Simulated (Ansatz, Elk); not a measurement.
# Rb3N: X-ray structure factors from the self-consistent density

The structure of Rb3N used here is made up (a known structure type with other elements) and was relaxed beforehand with r2SCAN. The aim is the Fourier transform of its all-electron density, F(hkl), set beside the sum over free spherical atoms that refinements use.

Method: DFT, PBE, all-electron APW+lo, Dirac cores, scalar-relativistic bands, static density, no spin, in Elk 11.2.3 (patched build).

The structure was built from a prototype and need not be the compound's stable phase.

### 1. The starting structure

It takes space group Fm-3m (No. 225, cubic). Conventional cell: a = 7.612 Å, b = 7.612 Å, c = 7.612 Å, α = 90.00°, β = 90.00°, γ = 90.00°. Rb has 8 Rb at 3.30 Å and 6 N at 3.81 Å nearest. Nearest to Rb lie 4 N at 3.30 Å and 4 Rb at 3.30 Å. Nearest to N lie 14 Rb at 3.30 to 3.81 Å. Farther neighbours and most contacts between anions are not listed.

### 2. Ground state and structure factors

An all-electron density is needed, since X-rays see the cores too. Task 0 finds the density and task 195 Fourier-transforms it; tshift is off so that phases refer to the origin typed.

elk.in reads:

```
tasks
  0
  195

xctype
  20

spinpol
  .false.

rgkmax
  7.0

gmaxvr
  14.0

lmaxo
  7

lmaxapw
  8

swidth
  0.002

tshift
  .false.

ramdisk
  .false.

hmaxvr
  5.5

maxscl
  120

epspot
  1e-06

sppath
  './'

avec
  0.00000000000 7.19244473823 7.19244473823
  7.19244473823 0.00000000000 7.19244473823
  7.19244473823 7.19244473823 -0.00000000000

atoms
  2
  'Rb.in'
  3
  0.5000000000 0.5000000000 0.5000000000   0.000000 0.000000 0.000000
  0.2500000000 0.2500000000 0.2500000000   0.000000 0.000000 0.000000
  0.7500000000 0.7500000000 0.7500000000   0.000000 0.000000 0.000000
  'N.in'
  1
  0.0000000000 -0.0000000000 -0.0000000000   0.000000 0.000000 0.000000

ngridk
  5 5 5
```

On the command line:

```bash
$ OMP_NUM_THREADS=4 elk
```

Numbers of over 12 decimals in the logs are rounded to 6 here.

What it wrote:

```text
┌─────────────────────────┐
│ Elk code version 11.2.3 │
└─────────────────────────┘

All units are atomic (Hartree, Bohr, etc.)

┌─────────────────────────────────────────────────┐
│ Ground-state run starting from atomic densities │
└─────────────────────────────────────────────────┘

Lattice vectors :
   0.000000000       7.192444738       7.192444738
   7.192444738       0.000000000       7.192444738
   7.192444738       7.192444738      -0.000000000

Reciprocal lattice vectors :
 -0.4367906557      0.4367906557      0.4367906557
  0.4367906557     -0.4367906557      0.4367906557
  0.4367906557      0.4367906557     -0.4367906557

Unit cell volume      :    744.1484765
Brillouin zone volume :   0.3333343026

Muffin-tin inner radius fraction :   0.1000000000E-01

Nuclei treated as point charges

Species : 1 (Rb)
 parameters loaded from : Rb.in
 name : rubidium
 nuclear charge    :   -37.00000000
 electronic charge :    37.00000000
 atomic mass :    155798.2686
 muffin-tin radius :    2.600000000
 number of radial points in muffin-tin :   1193
 inner part over the whole radius :   0.9947532429E-02
 number on inner part of muffin-tin    :    847
 approximate nuclear radius :   0.7999050501E-04
 number of mesh points to nuclear radius :    413
 atomic positions (lattice), magnetic fields (Cartesian) :
  1 :   0.50000000  0.50000000  0.50000000    0.00000000  0.00000000  0.00000000
  2 :   0.25000000  0.25000000  0.25000000    0.00000000  0.00000000  0.00000000
  3 :  -0.25000000 -0.25000000 -0.25000000    0.00000000  0.00000000  0.00000000

Species : 2 (N)
 parameters loaded from : N.in
 name : nitrogen
 nuclear charge    :   -7.000000000
 electronic charge :    7.000000000
 atomic mass :    25532.65216
 muffin-tin radius :    1.800000000
 number of radial points in muffin-tin :    593
 inner part over the whole radius :   0.9919300552E-02
 number on inner part of muffin-tin    :    407
 approximate nuclear radius :   0.4939692610E-04
 number of mesh points to nuclear radius :    170
 atomic positions (lattice), magnetic fields (Cartesian) :
  1 :   0.00000000  0.00000000  0.00000000    0.00000000  0.00000000  0.00000000

Total number of atoms per unit cell :    4
Total muffin-tin volume :    245.2955544
 ratio of muffin-tin to unit cell volume :   0.3296325426

Spin treatment :
 spin-unpolarised

Number of Bravais lattice symmetries :   48
Number of crystal symmetries         :   48
Crystal has inversion symmetry
Real symmetric eigensolver will be used

k-point grid :      5     5     5
k-point offset :    0.000000000       0.000000000       0.000000000
k-point set is reduced with full crystal symmetry group
Total number of k-points :       10

Muffin-tin radius times maximum |G+k| :    7.000000000
 using average radius
Maximum |G+k| for APW functions       :    2.916666667
Maximum (1/2)|G+k|²                   :    4.253472222
Maximum |G| for potential and density :    14.00000000
Constant for pseudocharge density :    9
 order of it for each species :   16  16
 order of it for pair densities of each species (exact exchange by exxq0 0: 17) :   11   4
Radial integration step length :    1

G-vector grid sizes :     48    48    48
Number of G-vectors :    34429

Maximum angular momentum used for
 APW functions            :    8
 outer part of muffin-tin :    7
 inner part of muffin-tin :    2

Total nuclear charge    :   -118.0000000
Total core charge       :    86.00000000
Total valence charge    :    32.00000000
Total excess charge     :    0.000000000
Total electronic charge :    118.0000000

Effective Wigner radius, rₛ :    1.146118863

Number of empty states         :     16
Total number of valence states :     33
Total number of core states    :     86

Third-order local-orbitals added for an l without core states : T
Total number of local-orbitals :     32

Exchange-correlation functional :     20     0     0
 Perdew-Burke-Ernzerhof, Phys. Rev. Lett. 77, 3865 (1996)
 gradient requirement :    1
[...]
Madelung                    :     -10876.706323289
 xc potential                :     -402.65563622191
 exchange                    :     -304.17744078450
 correlation                 :     -5.702048
 electron entropic           :    -0.50595379818878E-11
 total energy                :     -8999.6106390814

Density of states at Fermi energy :   0.5001024612E-07
 (states/Hartree/unit cell)

Estimated indirect band gap :   0.1177235726
 from k-point 8 to k-point 1
Estimated direct band gap   :   0.1230855241
 at k-point 1

Charges :
 core                        :    86.00000000
 valence                     :    32.00000000
 interstitial                :    4.874978026
 muffin-tins (core leakage)
  species : 1 (Rb)
   atom 1                    :    35.25182152     (  0.9578040906E-04)
   atom 2                    :    35.27034941     (  0.9531906502E-04)
[...]
species : 2 (N)
[...]
total in muffin-tins        :    113.1250220
 total calculated charge     :    117.9996229
 total charge                :    118.0000000
 error                       :   0.3771125096E-03

RMS change in Kohn-Sham potential (target) :   0.9821363120     (  0.1000000000E-05)
Absolute change in total energy (target)   :   0.6638376971E-01 (  0.1000000000E-03)

[... loops 3 to 16 left out ...]

┌──────────────────┐
│ Loop number : 17 │
└──────────────────┘

Energies :
 Fermi                       :     0.195204
 sum of occupied eigenvalues :     -5273.1141210733
 electron kinetic            :      9253.0841776943
 core electron kinetic       :      9129.4228368937
 Coulomb                     :     -17942.645515666
 Coulomb potential           :     -14123.283584153
 nuclear-nuclear             :     -967.16294316050
 electron-nuclear            :     -19844.105410705
 Hartree                     :      2868.6228381996
 Madelung                    :     -10881.003723589
 xc potential                :     -402.91471461460
 exchange                    :     -303.78038229244
 correlation                 :     -5.717475
 electron entropic           :    -0.15145652565799E-03
 total energy                :     -8999.0593468849

Density of states at Fermi energy :    7.645123767
 (states/Hartree/unit cell)

Estimated indirect band gap :   0.4170526316E-01
 from k-point 1 to k-point 2
Estimated direct band gap   :   0.5448816777E-01
 at k-point 1

Charges :
 core                        :    86.00000000
 valence                     :    32.00000000
 interstitial                :    5.566232317
 muffin-tins (core leakage)
  species : 1 (Rb)
[...]
species : 2 (N)
[...]
total in muffin-tins        :    112.4337677
 total calculated charge     :    117.9996403
 total charge                :    118.0000000
 error                       :   0.3596998443E-03

RMS change in Kohn-Sham potential (target) :   0.6933416562E-06 (  0.1000000000E-05)
Absolute change in total energy (target)   :   0.9032299204E-05 (  0.1000000000E-03)

Convergence targets achieved

┌──────────────────┐
│ Loop number : 18 │
└──────────────────┘

Energies :
 Fermi                       :     0.195204
 sum of occupied eigenvalues :     -5273.1141153809
 electron kinetic            :      9253.0841762330
 core electron kinetic       :      9129.4228300795
 Coulomb                     :     -17942.645509600
 Coulomb potential           :     -14123.283575347
 nuclear-nuclear             :     -967.16294316050
 electron-nuclear            :     -19844.105407506
 Hartree                     :      2868.6228410671
 Madelung                    :     -10881.003721926
 xc potential                :     -402.91471626651
 exchange                    :     -303.78038209633
 correlation                 :     -5.717475
 electron entropic           :    -0.15145661496963E-03
 total energy                :     -8999.0593420954

Density of states at Fermi energy :    7.645126024
 (states/Hartree/unit cell)

Estimated indirect band gap :   0.4170527376E-01
 from k-point 1 to k-point 2
Estimated direct band gap   :   0.5448817507E-01
 at k-point 1

Charges :
 core                        :    86.00000000
 valence                     :    32.00000000
 interstitial                :    5.566232352
 muffin-tins (core leakage)
  species : 1 (Rb)
[...]
atom 2                    :    35.45268529     (  0.9327256397E-04)
   atom 3                    :    35.45268529     (  0.9327256397E-04)
  species : 2 (N)
   atom 1                    :    6.071372960     ( -0.8980690991E-07)
 total in muffin-tins        :    112.4337676
 total calculated charge     :    117.9996403
 total charge                :    118.0000000
 error                       :   0.3596998187E-03

┌──────────────────────────────┐
│ Self-consistent loop stopped │
└──────────────────────────────┘

Wrote STATE.OUT
```

The job ended after 20 s (4 threads of Arm Neoverse V1, shared host; peak memory 0.16 GiB).

SFACRHO.OUT:

```text

h k l indices transformed by vhmat matrix:
   1.000000000       0.000000000       0.000000000    
   0.000000000       1.000000000       0.000000000    
   0.000000000       0.000000000       1.000000000    

      h      k      l  multipl.   |H|            Re(F)            Im(F)           |F|

      0      0      0      1   0.0000000       118.00000      0.21142127E-15   118.00000    
      1      1      1      8  0.75654361      -26.728089      0.67116636E-13   26.728089    
      0     -1     -1      6  0.87358131      -26.380172      0.36085928E-13   26.380172    
      1      2      1     12   1.2354305       94.943276     -0.67261143E-13   94.943276    
      0     -1     -2     24   1.4486707      -24.296827     -0.61911107E-13   24.296827    
     -2      0      0      8   1.5130872      -24.078819      0.31941281E-13   24.078819    
      2      2      0      6   1.7471626       83.473076     -0.60312991E-13   83.473076    
     -3     -1     -1     24   1.9039263      -22.430989     -0.10839209E-12   22.430989    
     -1      1      2     24   1.9533872      -22.173709     -0.29032829E-13   22.173709    
      2      3      3     24   2.1398285       76.059027     -0.11087519E-12   76.059027    
      3      1      3     24   2.2696308      -20.953008      0.10324684E-12   20.953008    
      0      0      3      8   2.2696308      -20.853012      0.51610722E-13   20.853012    
      0     -2      2     12   2.4708611       70.793444     -0.12824626E-13   70.793444    
     -4     -1     -2     48   2.5840884      -19.789318     -0.98082727E-13   19.789318    
     -1      3      0     24   2.6207439      -19.696764     -0.53733018E-14   19.696764    
      3      3      0      6   2.6207439      -19.689701     -0.94822816E-13   19.689701    
     -4     -1     -3     24   2.7625067       66.749952      0.97304438E-13   66.749952    
      4      1      0     24   2.8642279      -18.916153      0.49037714E-13   18.916153
```

Elk indexes on the primitive cell of elk.in and gives |H| = 4π sin θ/λ in inverse bohr. Below, one row stands for each form hkl of the conventional cell (m members, Friedel mates merged), F is for one primitive cell and the density is static (no thermal factor). Free-atom factors are Waasmaier and Kirfel's, and R is Σm||F|−|F'||/Σm|F|.

```
hkl   m  sin θ/λ (Å⁻¹)  abs F, DFT  neutral atoms   diff.
111   8          0.114      26.728         27.331  -0.603
200   6          0.131      26.380         26.833  -0.453
220  12          0.186      94.943         94.862  +0.081
311  24          0.218      24.297         24.271  +0.025
222   8          0.228      24.079         23.983  +0.096
400   6          0.263      83.473         83.502  -0.029
331  24          0.286      22.431         22.307  +0.124
420  24          0.294      22.174         22.106  +0.067
422  24          0.322      76.059         76.130  -0.071
511  24          0.341      20.953         20.892  +0.061
333   8          0.341      20.853         20.892  -0.039
440  12          0.372      70.793         70.871  -0.077
531  48          0.389      19.789         19.791  -0.001
442  24          0.394      19.697         19.668  +0.029
```

### 3. The highest occupied states alone

An energy window below the Fermi level keeps the highest occupied states, to see at which angles they scatter; shallow core shells can lie inside it and anion s states outside. No new self-consistency is needed.

elk.in: that of step 2 with these lines changed.

```diff
@@ -1,3 +1,2 @@
 tasks
-  0
   195
@@ -40,2 +39,5 @@
 
+wsfac
+  -0.356040 0.495200
+
 sppath
```

On the command line:

```bash
$ OMP_NUM_THREADS=4 elk
```

What it wrote:

```text
┌─────────────────────────────────┐
│ Elk code version 11.2.3 started │
└─────────────────────────────────┘

Info(readinput): the functional depends on the density's gradient
 muffin-tin radial points multiplied by    2.00000
 (not where nrmtscf is given)

┌────────────────────┐
│ Current task : 195 │
└────────────────────┘

Info(sfacrho): density structure factors written to SFACRHO.OUT

 Energy window :  -0.3560400000      0.4952000000

┌──────────────────┐
│ Elk code stopped │
└──────────────────┘
```

Elapsed: 10 s, on 4 threads; peak memory 0.16 GiB.

States within 15 eV below the Fermi level hold 26.00 electrons; any levels below the window count with the cores. Their amplitudes can exceed the total, where window and core parts have opposite phase:

```
hkl  sin θ/λ (Å⁻¹)  abs F, window  abs F, all
111          0.114          0.296      26.728
200          0.131          0.338      26.380
220          0.186         10.265      94.943
311          0.218          0.561      24.297
222          0.228          0.546      24.079
400          0.263          4.506      83.473
331          0.286          0.722      22.431
420          0.294          0.784      22.174
422          0.322          1.770      76.059
511          0.341          0.779      20.953
```

[end of part 1 of 2]

[Logs are printed without paths, hosts, clocks, repeated set-up lines and the standing remarks that a program may print on its own settings, such as how far it seeks lower states.]

[Hosts, paths, dates, database ids (printed as entryN), source tags and the programs' standing remarks are cut or masked in the printed files.]
